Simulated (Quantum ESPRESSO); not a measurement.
# Cu(111): a series in the number of layers, part 2 of 5

What law, if any, do the results for Cu(111) follow against the number of layers?

Quantum ESPRESSO 7.5; plane-wave DFT, PBE, GBRV ultrasoft pseudopotentials.

So far. Step 2 (Relaxing cell and ions of the reference):  The last row is no step: it is a fresh SCF in the final cell with a new plane-wave basis, -1 meV from the row before.

## Step 4: Relaxing the ions, 4 layers

What the set-up leaves free in this member is relaxed.

System of this step: Cu(111), 4 layers. The cell holds 4 atoms: 4 Cu. Cell: a = 2.560 Å, b = 2.560 Å, c = 22.315 Å, α = 90.0°, β = 90.0°, γ = 60.0°. It derives from Cu. Vacuum lies along c.

m0.relax.in reads:

```
&control
  prefix = 'm0.relax'
  outdir = './out'
  pseudo_dir = './pseudo'
  nstep = 40
  forc_conv_thr = 0.001
  calculation = 'relax'
/
&system
  ibrav = 0
  nat = 4
  ntyp = 1
  ecutwfc = 40
  ecutrho = 200
  occupations = 'smearing'
  smearing = 'mv'
  degauss = 0.02
/
&electrons
  conv_thr = 1e-08
  mixing_beta = 0.4
  electron_maxstep = 120
  mixing_mode = 'local-TF'
/
&ions
/
ATOMIC_SPECIES
  Cu  63.5460  cu_pbe_v1.2.uspp.F.UPF
CELL_PARAMETERS angstrom
  2.55983886615064 0.00000000000000 0.00000000000000
  1.27991943307532 2.21688548768121 0.00000000000000
  0.00000000000000 0.00000000000000 22.31532438431787
ATOMIC_POSITIONS crystal
  Cu  0.000000000000 0.000000000000 0.359506881060
  Cu  0.333333333300 0.333333333300 0.453168960353
  Cu  0.666666666700 0.666666666700 0.546831039647
  Cu  0.000000000000 0.000000000000 0.640493118940
K_POINTS automatic
  12 12 1 0 0 0
```

Started as:

```
$ OMP_NUM_THREADS=1 mpirun -n 4 pw.x -nk 4 -in m0.relax.in > m0.relax.out
```

The log of the run:

```text
[banner, memory and clock lines left out]
Program PWSCF v.7.5 starts

          URL

     Message from routine setup:
     using ibrav=0 with symmetry is DISCOURAGED, use correct ibrav instead

     G-vector sticks info

     bravais-lattice index     =            0
     lattice parameter (alat)  =       4.8374  a.u.
     unit-cell volume          =     854.5858 (a.u.)^3
     number of atoms/cell      =            4
     number of atomic types    =            1
     number of electrons       =        76.00
     number of Kohn-Sham states=           46
     kinetic-energy cutoff     =      40.0000  Ry
     charge density cutoff     =     200.0000  Ry
     scf convergence threshold =      1.0E-08
     mixing beta               =       0.4000
     number of iterations used =            8  local-TF  mixing
     energy convergence thresh.=      1.0E-04
     force convergence thresh. =      1.0E-03
     Exchange-correlation= SLA  PW   PBE  PBE
                           (   1   4   3   4   0   0   0)
     nstep                     =           40

     celldm(1)=   4.837394  celldm(2)=   0.000000  celldm(3)=   0.000000
     celldm(4)=   0.000000  celldm(5)=   0.000000  celldm(6)=   0.000000

     crystal axes: (cart. coord. in units of alat)
               a(1) = (   1.000000   0.000000   0.000000 )
               a(2) = (   0.500000   0.866025   0.000000 )
               a(3) = (   0.000000   0.000000   8.717472 )

     reciprocal axes: (cart. coord. in units 2 pi/alat)
               b(1) = (  1.000000 -0.577350  0.000000 )
               b(2) = (  0.000000  1.154701  0.000000 )
               b(3) = (  0.000000  0.000000  0.114712 )

     PseudoPot. # 1 for Cu read from file:
     ./pseudo/cu_pbe_v1.2.uspp.F.UPF
     Pseudo is Ultrasoft + core correction, Zval = 19.0
     Generated by new atomic code, or converted to UPF format
     Using radial grid of  867 points,  6 beta functions with:
                l(1) =   0
                l(2) =   0
                l(3) =   1
                l(4) =   1
                l(5) =   2
                l(6) =   2
     Q(r) pseudized with  8 coefficients,  rinner =    1.150   1.150   1.150
                                                       1.150   1.150

     atomic species   valence    mass     pseudopotential
     Cu               19.00    63.54600     Cu( 1.00)

     12 Sym. Ops., with inversion, found

   Cartesian axes

     site n.     atom                  positions (alat units)
         1        Cu     tau(   1) = (   0.0000000   0.0000000   3.1339913  )
         2        Cu     tau(   2) = (   0.5000000   0.2886751   3.9504879  )
         3        Cu     tau(   3) = (   1.0000000   0.5773503   4.7669844  )
         4        Cu     tau(   4) = (   0.0000000   0.0000000   5.5834810  )

     number of k points=    19  Marzari-Vanderbilt smearing, width (Ry)=  0.0200
                       cart. coord. in units 2pi/alat
        k(    1) = (   0.0000000   0.0000000   0.0000000), wk =   0.0138889
        k(    2) = (   0.0000000   0.0962250   0.0000000), wk =   0.0833333
        k(    3) = (   0.0000000   0.1924501   0.0000000), wk =   0.0833333
        k(    4) = (   0.0000000   0.2886751   0.0000000), wk =   0.0833333
        k(    5) = (   0.0000000   0.3849002   0.0000000), wk =   0.0833333
        k(    6) = (   0.0000000   0.4811252   0.0000000), wk =   0.0833333
        k(    7) = (   0.0000000  -0.5773503   0.0000000), wk =   0.0416667
        k(    8) = (   0.0833333   0.1443376   0.0000000), wk =   0.0833333
        k(    9) = (   0.0833333   0.2405626   0.0000000), wk =   0.1666667
        k(   10) = (   0.0833333   0.3367877   0.0000000), wk =   0.1666667
        k(   11) = (   0.0833333   0.4330127   0.0000000), wk =   0.1666667
        k(   12) = (   0.0833333  -0.6254628   0.0000000), wk =   0.1666667
        k(   13) = (   0.1666667   0.2886751   0.0000000), wk =   0.0833333
        k(   14) = (   0.1666667   0.3849002   0.0000000), wk =   0.1666667
        k(   15) = (   0.1666667  -0.6735753   0.0000000), wk =   0.1666667
        k(   16) = (   0.1666667  -0.5773503   0.0000000), wk =   0.0833333
        k(   17) = (   0.2500000  -0.7216878   0.0000000), wk =   0.0833333
        k(   18) = (   0.2500000  -0.6254628   0.0000000), wk =   0.1666667
        k(   19) = (   0.3333333  -0.5773503   0.0000000), wk =   0.0277778

     Dense  grid:    40737 G-vectors     FFT dimensions: (  24,  24, 192)

     Smooth grid:    29233 G-vectors     FFT dimensions: (  20,  20, 180)

     Initial potential from superposition of free atoms

     starting charge      72.0000, renormalised to      76.0000

     negative rho (up, down):  1.229E-04 0.000E+00
     Starting wfcs are   52 randomized atomic wfcs

     per-process dynamical memory:    46.5 Mb

     Self-consistent Calculation

     iteration #  1     ecut=    40.00 Ry     beta= 0.40
     Davidson diagonalization with overlap
     ethr =  1.00E-02,  avg # of iterations =  6.9

     negative rho (up, down):  3.618E-02 0.000E+00

     total energy              =   -1609.76727844 Ry
     estimated scf accuracy    <      49.41043353 Ry

     iteration #  2     ecut=    40.00 Ry     beta= 0.40
     Davidson diagonalization with overlap
     ethr =  1.00E-02,  avg # of iterations =  3.8

     negative rho (up, down):  1.382E-02 0.000E+00

     total energy              =   -1615.04423724 Ry
     estimated scf accuracy    <       0.28032067 Ry

     iteration #  3     ecut=    40.00 Ry     beta= 0.40
     Davidson diagonalization with overlap
     ethr =  3.69E-04,  avg # of iterations =  4.9

     negative rho (up, down):  2.036E-03 0.000E+00

     total energy              =   -1615.05764347 Ry
     estimated scf accuracy    <       0.11930046 Ry

     iteration #  4     ecut=    40.00 Ry     beta= 0.40
     Davidson diagonalization with overlap
     ethr =  1.57E-04,  avg # of iterations =  1.4

     negative rho (up, down):  1.869E-03 0.000E+00

     total energy              =   -1615.06454167 Ry
     estimated scf accuracy    <       0.03642821 Ry

     iteration #  5     ecut=    40.00 Ry     beta= 0.40
     Davidson diagonalization with overlap
     ethr =  4.79E-05,  avg # of iterations =  2.3

     negative rho (up, down):  1.196E-03 0.000E+00

     total energy              =   -1615.06537021 Ry
     estimated scf accuracy    <       0.03409738 Ry

     iteration #  6     ecut=    40.00 Ry     beta= 0.40
     Davidson diagonalization with overlap
     ethr =  4.49E-05,  avg # of iterations =  1.1

     negative rho (up, down):  1.378E-04 0.000E+00

     total energy              =   -1615.07137512 Ry
[...]
1.5011   1.5687   1.7163   1.7234   2.8148   3.8071   4.3731   4.5696
     7.3270   8.1679   9.1268  10.3502  11.9515  12.6082

          k = 0.0833 0.1443 0.0000 (  3627 PWs)   bands (ev):

  -109.4673-109.4609-109.2243-109.2243 -66.8904 -66.8439 -66.8255 -66.8223
   -66.8167 -66.8094 -66.6201 -66.6200 -66.6091 -66.6091 -66.5613 -66.5610
    -5.2367  -3.9888  -2.3781  -1.6328  -0.2323  -0.1935  -0.0859   0.1755
     0.1981   0.2059   0.3051   0.3435   0.3818   0.5592   0.6162   0.7957
     0.8232   0.8413   1.0083   1.1653   1.2398   1.4601   1.5397   2.7912
     4.1545   7.8339   8.0651   9.1429   9.4412  11.3757

          k = 0.0833 0.2406 0.0000 (  3630 PWs)   bands (ev):

  -109.4649-109.4593-109.2223-109.2223 -66.8861 -66.8533 -66.8382 -66.8331
   -66.8228 -66.8142 -66.6367 -66.6366 -66.6142 -66.6142 -66.5595 -66.5593
    -4.4060  -3.2294  -1.7725  -1.1830  -0.4822  -0.3282  -0.2690   0.0450
     0.0708   0.1270   0.3134   0.4145   0.5700   0.6319   0.6941   0.7436
     0.8889   0.9910   1.0984   1.1583   1.2902   1.4471   1.8644   3.5688
     5.3759   8.5442   8.9187   9.9846  10.1931  12.1946

          k = 0.0833 0.3368 0.0000 (  3634 PWs)   bands (ev):

  -109.4621-109.4576-109.2201-109.2200 -66.8829 -66.8698 -66.8540 -66.8377
   -66.8295 -66.8195 -66.6558 -66.6557 -66.6202 -66.6201 -66.5575 -66.5574
    -3.2967  -2.3340  -1.3432  -0.9271  -0.6698  -0.4416  -0.3284  -0.0772
     0.1713   0.2298   0.2901   0.3787   0.4974   0.7384   0.8351   0.9715
     1.1546   1.2039   1.3263   1.3854   1.4174   1.4754   2.4338   4.5863
     6.8835   9.5981  10.1881  11.1942  11.3171  12.1707

          k = 0.0833 0.4330 0.0000 (  3642 PWs)   bands (ev):

  -109.4595-109.4562-109.2181-109.2181 -66.8874 -66.8848 -66.8600 -66.8419
   -66.8348 -66.8241 -66.6723 -66.6721 -66.6253 -66.6253 -66.5557 -66.5557
    -2.2343  -1.7396  -1.2770  -1.0388  -0.8305  -0.5948  -0.2177   0.0166
     0.1410   0.2426   0.4288   0.6971   0.7448   0.9203   1.0967   1.1874
     1.2627   1.3971   1.4491   1.5528   1.8583   2.1487   3.4738   5.7964
     8.4055   9.0481  10.0359  11.3265  11.9216  12.0621

          k = 0.0833-0.6255 0.0000 (  3667 PWs)   bands (ev):

  -109.4579-109.4555-109.2170-109.2170 -66.8960 -66.8919 -66.8582 -66.8456
   -66.8375 -66.8267 -66.6817 -66.6816 -66.6282 -66.6282 -66.5548 -66.5547
    -1.7239  -1.5754  -1.1934  -1.1304  -0.9969  -0.6959  -0.2096   0.0513
     0.1704   0.2974   0.4752   0.7568   1.0792   1.1368   1.2351   1.3711
     1.4360   1.4673   1.5606   1.6270   2.8787   3.5532   4.5980   5.4700
     7.5153   8.4715   9.1889  10.8209  11.6971  13.2965

          k = 0.1667 0.2887 0.0000 (  3639 PWs)   bands (ev):

  -109.4624-109.4578-109.2204-109.2204 -66.8827 -66.8648 -66.8525 -66.8367
   -66.8291 -66.8216 -66.6512 -66.6511 -66.6214 -66.6214 -66.5577 -66.5577
    -3.4529  -2.4261  -1.3020  -0.8068  -0.5769  -0.4397  -0.3685  -0.0994
    -0.0281   0.0002   0.1546   0.4395   0.4967   0.6933   0.7656   0.9318
     1.1391   1.2315   1.3019   1.4065   1.4229   1.4609   2.3983   4.4558
     6.6633   9.4473   9.9828  11.0310  11.1610  13.1912

          k = 0.1667 0.3849 0.0000 (  3640 PWs)   bands (ev):

  -109.4599-109.4564-109.2184-109.2184 -66.8831 -66.8771 -66.8606 -66.8413
   -66.8362 -66.8286 -66.6649 -66.6648 -66.6294 -66.6293 -66.5560 -66.5559
    -2.3655  -1.6990  -1.1526  -0.8186  -0.5886  -0.4919  -0.3515  -0.1488
     0.0235   0.1677   0.2280   0.3483   0.4654   0.7141   0.9097   1.0374
     1.1289   1.3743   1.4627   1.5300   1.9521   2.2187   3.4200   5.6892
     8.2329  10.4512  10.9603  11.4939  12.0938  12.4606

          k = 0.1667-0.6736 0.0000 (  3669 PWs)   bands (ev):

  -109.4579-109.4555-109.2170-109.2170 -66.8890 -66.8856 -66.8596 -66.8487
   -66.8394 -66.8336 -66.6746 -66.6746 -66.6354 -66.6354 -66.5547 -66.5547
    -1.5984  -1.3911  -1.0799  -0.9598  -0.7256  -0.5517  -0.3385  -0.0626
     0.0389   0.2443   0.3640   0.5768   0.6576   0.7796   1.0539   1.1378
     1.1981   1.4048   1.5163   1.6004   2.9216   3.5219   4.8954   6.7624
     8.1805   9.0817  10.0290  11.1572  12.2229  12.7209

          k = 0.1667-0.5774 0.0000 (  3693 PWs)   bands (ev):

  -109.4570-109.4553-109.2164-109.2164 -66.8924 -66.8882 -66.8562 -66.8539
   -66.8400 -66.8357 -66.6781 -66.6781 -66.6377 -66.6377 -66.5542 -66.5542
    -1.4113  -1.3588  -1.0126  -0.9299  -0.8448  -0.5901  -0.3521   0.0287
     0.0417   0.2655   0.3102   0.7086   0.7719   0.8682   1.0808   1.2353
     1.3520   1.4374   1.4554   1.5583   4.2069   4.7636   5.3117   5.7730
     7.6697   8.5850   9.7026  10.8212  12.1013  12.4890

          k = 0.2500-0.7217 0.0000 (  3685 PWs)   bands (ev):

  -109.4579-109.4555-109.2170-109.2170 -66.8850 -66.8808 -66.8632 -66.8465
   -66.8441 -66.8364 -66.6698 -66.6698 -66.6403 -66.6402 -66.5547 -66.5547
    -1.5158  -1.2406  -1.0582  -0.7333  -0.7025  -0.4254  -0.3778  -0.1311
    -0.1012   0.2490   0.3005   0.3500   0.3966   0.7003   0.9717   1.0112
     1.0999   1.3981   1.5279   1.5957   2.9381   3.5474   4.9668   7.1870
     9.4747   9.8861  10.1677  11.0218  11.2450  12.4426

          k = 0.2500-0.6255 0.0000 (  3689 PWs)   bands (ev):

  -109.4565-109.4553-109.2161-109.2161 -66.8852 -66.8816 -66.8650 -66.8547
   -66.8450 -66.8411 -66.6708 -66.6707 -66.6485 -66.6484 -66.5540 -66.5539
    -1.1230  -1.0879  -0.8818  -0.7899  -0.6457  -0.5301  -0.4415  -0.1280
    -0.0757   0.2783   0.3363   0.4294   0.4762   0.7165   0.9730   1.0343
     1.2419   1.4013   1.4505   1.5256   4.5137   5.3361   6.5230   7.1045
     8.2875   9.1547   9.5086  10.0693  10.8464  11.8053

          k = 0.3333-0.5774 0.0000 (  3711 PWs)   bands (ev):

  -109.4556-109.4556-109.2158-109.2158 -66.8773 -66.8773 -66.8750 -66.8594
   -66.8448 -66.8448 -66.6617 -66.6617 -66.6609 -66.6609 -66.5537 -66.5537
    -0.8664  -0.8664  -0.8331  -0.7327  -0.7327  -0.6040  -0.4747  -0.0719
    -0.0719   0.2994   0.2994   0.3471   0.3471   0.7791   0.9467   0.9467
     1.2967   1.4095   1.4097   1.4097   6.4493   6.6995   6.6995   7.4786
     7.4786   8.2170   9.3257   9.3257  10.4751  11.2999

     the Fermi energy is     3.0516 ev

!    total energy              =   -1615.06036892 Ry
     estimated scf accuracy    <          4.0E-11 Ry
     smearing contrib. (-TS)   =      -0.00008182 Ry
     internal energy E=F+TS    =   -1615.06028710 Ry

     The total energy is F=E-TS. E is the sum of the following terms:
     one-electron contribution =  -11245.09757064 Ry
     hartree contribution      =    5632.49226657 Ry
     xc contribution           =    -155.15036612 Ry
     ewald contribution        =    4152.69538309 Ry

     convergence has been achieved in  13 iterations

     negative rho (up, down):  6.503E-05 0.000E+00

     Forces acting on atoms (cartesian axes, Ry/au):

     atom    1 type  1   force =     0.00000000    0.00000000    0.00073255
     atom    2 type  1   force =     0.00000000    0.00000000    0.00013123
     atom    3 type  1   force =     0.00000000    0.00000000   -0.00013123
     atom    4 type  1   force =     0.00000000    0.00000000   -0.00073255

     Total force =     0.001052     Total SCF correction =     0.000092
     Energy error            =      9.8E-06 Ry
     Gradient error          =      7.3E-04 Ry/Bohr

     bfgs converged in   6 scf cycles and   5 bfgs steps
     (criteria: energy <  1.0E-04 Ry, force <  1.0E-03 Ry/Bohr)

     End of BFGS Geometry Optimization

     Final energy             =   -1615.0603689179 Ry

     File ./out/m0.relax.bfgs deleted, as requested
Begin final coordinates

ATOMIC_POSITIONS (crystal)
Cu               0.0000000000        0.0000000000        0.3598244005
Cu               0.3333333333        0.3333333333        0.4533068001
Cu               0.6666666667        0.6666666667        0.5466931999
Cu               0.0000000000       -0.0000000000        0.6401755995
End final coordinates

     XML data file, charge density, pseudopotentials, collected wavefunctions

                                        0.00s GPU  (    1288 calls)
```

Run time: 3 min. Hardware: 4 MPI ranks of Arm Neoverse N1, shared host; peak memory 0.43 GiB; 12 min of CPU time.

Relaxation path:

| step | energy less that of the first step (eV) | largest force (eV/Å) |
| --- | --- | --- |
| 1 | 0.0000 | 0.0346 |
| 2 | -0.0001 | 0.0295 |
| 3 | -0.0001 | 0.0317 |
| 4 | -0.0002 | 0.0294 |
| 5 | -0.0003 | 0.0259 |
| 6 | -0.0004 | 0.0188 |

This step gave:

```
free energy  : -21974.0158 eV
Fermi energy : 3.052 eV
```

(Continued in part 3 of 5.)

[Logs are printed without paths, hosts, clocks, repeated set-up lines and the standing remarks that a program may print on its own settings, such as how far it seeks lower states.]

[Hosts, paths, dates, database ids (printed as entryN), source tags and the programs' standing remarks are cut or masked in the printed files.]

[Maps of the electrostatic potential energy from Ansatz leave out the sawtooth potential of an applied field or a dipole correction, so their vacuum need not be flat; planar profiles and work functions include it.]
